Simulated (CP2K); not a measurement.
Two runs for the C K edge of 3-methylpyrrole. Run A: CP2K XAS_TDP, all-electron GAPW, PBEh(45%), aug-cc-pVDZ, TDA, no relativity. Run B differs in one setting.

First lines with a strength over 0.0015. A:

| atom | energy (eV) | states | strength, one atom |
| --- | --- | --- | --- |
| C1 (bonded to C and 3 H) | 283.70 | 1 | 0.0046 |
|  | 284.26 | 1 | 0.0150 |
|  | 284.42 | 1 | 0.0182 |
|  | 284.92 | 1 | 0.0034 |
|  | 285.21 | 1 | 0.0027 |
| C2 (bonded to 3 C) | 282.42 | 1 | 0.0521 |
|  | 284.36 | 1 | 0.0023 |
|  | 285.27 | 1 | 0.0029 |
|  | 286.16 | 2 | 0.0017 |
|  | 286.34 | 1 | 0.0024 |
| C3 (bonded to 2 C and H) | 282.16 | 1 | 0.0465 |
|  | 283.71 | 1 | 0.0063 |
|  | 284.20 | 2 | 0.0049 |
|  | 284.45 | 1 | 0.0016 |
|  | 284.91 | 1 | 0.0023 |
| C4 (bonded to C, N and H) | 282.64 | 1 | 0.0523 |
|  | 284.42 | 1 | 0.0097 |
|  | 285.31 | 1 | 0.0025 |
|  | 285.81 | 1 | 0.0022 |
|  | 286.39 | 1 | 0.0032 |
| C6 (bonded to C, N and H) | 282.74 | 1 | 0.0499 |
|  | 284.31 | 1 | 0.0094 |
|  | 285.10 | 1 | 0.0021 |
|  | 285.44 | 1 | 0.0031 |
|  | 285.87 | 1 | 0.0060 |

B:

| atom | energy (eV) | states | strength, one atom |
| --- | --- | --- | --- |
| C1 (bonded to C and 3 H) | 290.04 | 1 | 0.0045 |
|  | 290.59 | 1 | 0.0146 |
|  | 290.75 | 1 | 0.0178 |
|  | 291.25 | 1 | 0.0034 |
|  | 291.54 | 1 | 0.0026 |
| C2 (bonded to 3 C) | 287.88 | 1 | 0.0511 |
|  | 289.82 | 1 | 0.0022 |
|  | 290.74 | 1 | 0.0028 |
|  | 291.62 | 2 | 0.0017 |
|  | 291.80 | 1 | 0.0024 |
| C3 (bonded to 2 C and H) | 288.00 | 1 | 0.0455 |
|  | 289.56 | 1 | 0.0062 |
|  | 290.05 | 2 | 0.0048 |
|  | 290.30 | 1 | 0.0016 |
|  | 290.76 | 1 | 0.0022 |
| C4 (bonded to C, N and H) | 288.32 | 1 | 0.0513 |
|  | 290.09 | 1 | 0.0095 |
|  | 290.99 | 1 | 0.0025 |
|  | 291.49 | 1 | 0.0021 |
|  | 292.07 | 1 | 0.0031 |
| C6 (bonded to C, N and H) | 288.41 | 1 | 0.0489 |
|  | 289.99 | 1 | 0.0092 |
|  | 290.78 | 1 | 0.0020 |
|  | 291.12 | 1 | 0.0030 |
|  | 291.55 | 1 | 0.0059 |

Question: Which was it: scalar relativity switched on, the functional, GW2X switched on, the basis?

GW2X switched on. GW2X shifts an atom's lines together and keeps their spacings. Against PBEh(45%) in aug-cc-pVDZ, the leading lines move by +6.33 eV (C1, to 290.59), +5.46 eV (C2, to 287.88), +5.84 eV (C3, to 288.00), +5.68 eV (C4, to 288.32) and +5.67 eV (C6, to 288.41).

[Hosts, paths, dates, database ids (printed as entryN), source tags and the programs' standing remarks are cut or masked in the printed files.]
